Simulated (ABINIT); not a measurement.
# CaO (Fm-3m): G0W0 in ABINIT against the screening cutoff in the self-energy, part 2 of 2

Aim: move the screening cutoff in the self-energy of a G0W0 run on CaO (Fm-3m) over a wide range.

ABINIT 10.8.3; PBE and many-body steps on it, plane waves. Known limits of the many-body steps: not at the basis limit; coarse k mesh.

So far. Step 2 (Screening, 4×4×4 mesh, 90 bands, screening to 217.7 eV): Local fields lower ε∞ by 9 %. On a Γ-centred mesh this coarse the value itself is usually too large, while a short band sum pulls it down. Step 5 (2.8 Ha): The gap on the mesh goes from 3.66 eV to 5.72 eV, a correction of +2.06 eV.

### Step 6. 4 Ha

Level of this step: G0W0 on PBE, plane waves, norm-conserving pseudopotentials (ABINIT).

run.abi

```
acell 3*1.0 Angstrom
rprim 
  -0.000000000000 2.403555696000 2.403555696000
  2.403555696000 -0.000000000000 2.403555696000
  2.403555696000 2.403555696000 -0.000000000000
ntypat 2
znucl 20 8
natom 2
typat 1 2
xred 
  0.000000000000 0.000000000000 0.000000000000
  0.500000000000 0.500000000000 0.500000000000
pp_dirpath "pseudos"
pseudos "Ca.upf, O.upf"
ecut 36
ngkpt 4 4 4
nshiftk 1
shiftk 0 0 0
kptopt 1
chksymbreak 0
istwfk *1
occopt 1
irdwfk 1
optdriver 4
nband 90
gwcalctyp 0
ecutsigx 36
symsigma 1
nkptgw 2
kptgw 
  0.0000000000 0.0000000000 0.0000000000
  0.5000000000 0.5000000000 0.0000000000
bdgw 
  6 12
  7 10
ecuteps 4
irdscr 1
ppmodel 1
indata_prefix "in"
outdata_prefix "out"
tmpdata_prefix "tmp"
```

Run with:

```
$ OMP_NUM_THREADS=1 mpirun -n 4 abinit run.abi > log
```

What it wrote:

```text
.Version 10.8.3 of ABINIT. v10.8.2 released Aug 2026.

 Symmetries : space group Fm -3 m (#225); Bravais cF (face-center cubic)
[... echo of the input left out ...]
== DATASET  1 ==================================================================
-   mpi_nproc: 4, omp_nthreads: 1 (-1 if OMP is not activated)

--- !DatasetInfo
iteration_state: {dtset: 1, }
dimensions: {natom: 2, nkpt: 8, mband: 90, nsppol: 1, nspinor: 1, nspden: 1, mpw: 1964, }
cutoff_energies: {ecut:  36.0, pawecutdg:  -1.0, }
[...]
Band     E0 <VxcDFT>   SigX SigC(E0)      Z dSigC/dE  Sig(E)    E-E0       E
[...]
9   8.757 -11.435  -5.853  -4.132   0.852  -0.174 -10.199   1.235   9.992
       10  13.145 -16.134  -8.827  -4.690   0.840  -0.191 -13.937   2.197  15.342

== END DATASET(S) ==============================================================
================================================================================

 -outvars: echo values of variables after computation  --------
           etotal      0.0000000000E+00
            nband          90
             nkpt           8
          spgroup         225
 [... the other variables as echoed above ...]

 Calculation completed.
```

It took 3 s on 4 MPI ranks of Arm Neoverse V2, shared host; peak memory 0.13 GiB; 12 s of CPU time.

Numbers from this step:

```yaml
g0w0_gap_on_the_points_computed: 5.713 eV
starting_gap_on_the_mesh: 3.662 eV
k_of_the_valence_top: 0, 0, 0
k_of_the_conduction_bottom: 0.5, 0.5, 0
least_direct_g0w0_gap_on_the_computed_points: 6.089 eV
```

Against the run before, the gap moves by −0.010 eV.

### Step 7. 6 Ha

run.abi: that of step 6 with these lines changed.

```diff
@@ -35,3 +35,3 @@
   7 10
-ecuteps 4
+ecuteps 6
 irdscr 1
```

What it wrote:

```text
.Version 10.8.3 of ABINIT. v10.8.2 released Aug 2026.

 Symmetries : space group Fm -3 m (#225); Bravais cF (face-center cubic)
[... echo of the input left out ...]
== DATASET  1 ==================================================================
-   mpi_nproc: 4, omp_nthreads: 1 (-1 if OMP is not activated)

--- !DatasetInfo
iteration_state: {dtset: 1, }
dimensions: {natom: 2, nkpt: 8, mband: 90, nsppol: 1, nspinor: 1, nspden: 1, mpw: 1964, }
cutoff_energies: {ecut:  36.0, pawecutdg:  -1.0, }
[...]
Band     E0 <VxcDFT>   SigX SigC(E0)      Z dSigC/dE  Sig(E)    E-E0       E
[...]
9   8.757 -11.435  -5.853  -4.105   0.851  -0.175 -10.178   1.257  10.014
       10  13.145 -16.134  -8.827  -4.657   0.836  -0.197 -13.919   2.215  15.360

== END DATASET(S) ==============================================================
================================================================================

 -outvars: echo values of variables after computation  --------
           etotal      0.0000000000E+00
            nband          90
             nkpt           8
          spgroup         225
 [... the other variables as echoed above ...]

 Calculation completed.
```

It took 4.3 s on 4 MPI ranks; peak memory 0.52 GiB.

Numbers from this step:

| Property | Result |
| --- | --- |
| G0W0 gap on the points computed | 5.737 eV |
| starting gap on the mesh | 3.662 eV |
| k of the valence top | 0, 0, 0 |
| k of the conduction bottom | 0.5, 0.5, 0 |
| least direct G0W0 gap on the computed points | 6.163 eV |

Against the run before, the gap moves by +0.024 eV.

### Step 8. 8 Ha

run.abi: that of step 7 with these lines changed.

```diff
@@ -35,3 +35,3 @@
   7 10
-ecuteps 6
+ecuteps 8
 irdscr 1
```

What it wrote:

```text
.Version 10.8.3 of ABINIT. v10.8.2 released Aug 2026.

 Symmetries : space group Fm -3 m (#225); Bravais cF (face-center cubic)
[... echo of the input left out ...]
== DATASET  1 ==================================================================
-   mpi_nproc: 4, omp_nthreads: 1 (-1 if OMP is not activated)

--- !DatasetInfo
iteration_state: {dtset: 1, }
dimensions: {natom: 2, nkpt: 8, mband: 90, nsppol: 1, nspinor: 1, nspden: 1, mpw: 1964, }
cutoff_energies: {ecut:  36.0, pawecutdg:  -1.0, }
[...]
Band     E0 <VxcDFT>   SigX SigC(E0)      Z dSigC/dE  Sig(E)    E-E0       E
[...]
9   8.757 -11.435  -5.853  -4.097   0.851  -0.176 -10.171   1.264  10.020
       10  13.145 -16.134  -8.827  -4.660   0.835  -0.198 -13.925   2.210  15.355

== END DATASET(S) ==============================================================
================================================================================

 -outvars: echo values of variables after computation  --------
           etotal      0.0000000000E+00
            nband          90
             nkpt           8
          spgroup         225
 [... the other variables as echoed above ...]

 Calculation completed.
```

The job ended after 5.7 s (4 MPI ranks; peak memory 0.48 GiB).

Numbers from this step:

```yaml
g0w0_gap_on_the_points_computed: 5.741 eV
starting_gap_on_the_mesh: 3.662 eV
k_of_the_valence_top: 0, 0, 0
k_of_the_conduction_bottom: 0.5, 0.5, 0
least_direct_g0w0_gap_on_the_computed_points: 6.167 eV
```

Against the run before, the gap moves by +0.004 eV.

### Step 9. Side by side

Times are wall times on 4 MPI ranks of Arm Neoverse V2, shared host, good to a factor of about two. A run's time includes the screening step that it read.

| run | mesh | bands | screening cutoff (eV) | DFT gap (eV) | gap on the mesh (eV) | direct (eV) | ε∞ used | time |
| --- | --- | --- | --- | --- | --- | --- | --- | --- |
| 0.8 Ha | 4×4×4 | 90 | 21.8 | 3.662 | 6.709 | 6.996 | 3.67 | 11 s |
| 1.6 Ha | 4×4×4 | 90 | 43.5 | 3.662 | 6.090 | 6.273 | 3.67 | 12 s |
| 2.8 Ha | 4×4×4 | 90 | 76.2 | 3.662 | 5.723 | 6.055 | 3.67 | 12 s |
| 4 Ha | 4×4×4 | 90 | 108.8 | 3.662 | 5.713 | 6.089 | 3.67 | 12 s |
| 6 Ha | 4×4×4 | 90 | 163.3 | 3.662 | 5.737 | 6.163 | 3.67 | 13 s |
| 8 Ha | 4×4×4 | 90 | 217.7 | 3.662 | 5.741 | 6.167 | 3.67 | 15 s |

### Step 10. Results

```json
{
 "0.8 Ha": "6.709 eV",
 "1.6 Ha": "6.090 eV",
 "2.8 Ha": "5.723 eV",
 "4 Ha": "5.713 eV",
 "6 Ha": "5.737 eV",
 "8 Ha": "5.741 eV",
 "known limits": "not at the basis limit; coarse k mesh"
}
```

The setting moved: screening cutoff in the self-energy. From 0.8 Ha to 8 Ha the gap moves by −0.97 eV, not steadily: it passes through 5.71 eV. It holds to 0.03 eV from 2.8 Ha on. Bands and screening cutoff are coupled, so a series along one setting does not show full convergence. Bands and cutoff are finite, so the gap is not at the basis limit. The miss can reach some tenths of an eV and take either sign; the mesh is an error of its own. In the first G0W0 run levels were corrected at 2 k points alone, so a gap called «on the mesh» is the least over those, and an edge elsewhere would be missed. The 4×4×4 mesh is coarse for this cell, which bears on the long-range parts of exchange and screening.

[Paths, hosts, dates, memory and timing lines, banners, echoed tables and standing remarks are left out of the program output.]

[Logs are printed without paths, hosts, clocks, repeated set-up lines and the standing remarks that a program may print on its own settings, such as how far it seeks lower states.]

[Runs of the session that timed out or met a known fault of the program may be left out.]

[No measured gap is set beside runs whose start may be inverted or whose files or cutoffs have a known fault.]

[Hosts, paths, dates, database ids (printed as entryN), source tags and the programs' standing remarks are cut or masked in the printed files.]

[G0W0 gaps are taken among the corrected bands and points alone; a level outside them can change the order at an edge.]

[Where Ansatz stands beside ABINIT at settings called matched, ABINIT's density can come from a denser mesh and the files from another edition; pairs whose starting gaps differed by over 0.03 eV were left out, so agreement reads better than it is.]
